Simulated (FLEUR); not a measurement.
Records of electronic-structure calculations.

## Magnetic state of Fe from several starts

Symmetry: Im-3m, No. 229, cubic system. Conventional cell: a = 2.886 Å, b = 2.886 Å, c = 2.886 Å, α = 90.00°, β = 90.00°, γ = 90.00°. Fe has 8 Fe at 2.50 Å nearest.

```
Fe
1.0
    -1.44300    1.44300    1.44300
     1.44300   -1.44300    1.44300
     1.44300    1.44300   -1.44300
Fe
1
Direct
  0.00000 0.00000 0.00000
```

| Quantity | Value |
| --- | --- |
| method | PBE; all-electron FLAPW, Dirac cores, scalar-relativistic bands |
| program | FLEUR MaX-R8.1 |
| settings of one run | kmax 3.6 1/bohr, gmax 10.8 1/bohr, muffin tin radii Fe: 2.3 bohr, lmax Fe: [8, 6], hist occupations, smearing width 0.05 eV, mixer Anderson, mixing 0.05, max iterations 90, stop 2.00e-5 me/bohr³, collinear spin, 14×14×14 k-mesh, mesh matched on, starting moments 2.8 μB |
| cost | 4 runs, 2.2 min in all on 4 MPI ranks of Intel Xeon Platinum 8488C (Sapphire Rapids), shared host (the runs of this entry) |
| notes | The database entry behind the starting cell differs from later determinations by our own check (an axis about 0.7 % long against later determinations). The run is spin-polarised, with a total moment of 2.27 μB a cell. Only 4 starts were tried; other patterns of signs, canted and longer-period orders were not. |
| lowest state found | ferromagnetic (initial ferro +) |
| largest site spin moment | 2.33 μB |
| next finished state | antiferromagnetic, 219 meV a seeded atom higher |
| energy gained by spin polarisation | 589 meV a seeded atom |

The lowest state found is ferromagnetic, reached from the start ferro +, with moments up to 2.33 μB. The next finished state costs 219 meV a seeded atom.

[Logs and program files are shortened in this print: banners, set-up blocks, solver, clock and traceback lines can be left out without a mark of their own.]

[Logs are printed without paths, hosts, clocks, repeated set-up lines and the standing remarks that a program may print on its own settings, such as how far it seeks lower states.]

[Hosts, paths, dates, database ids (printed as entryN), source tags and the programs' standing remarks are cut or masked in the printed files.]

[Where a cell is said to come from a database of computed structures, the database is the Materials Project.]
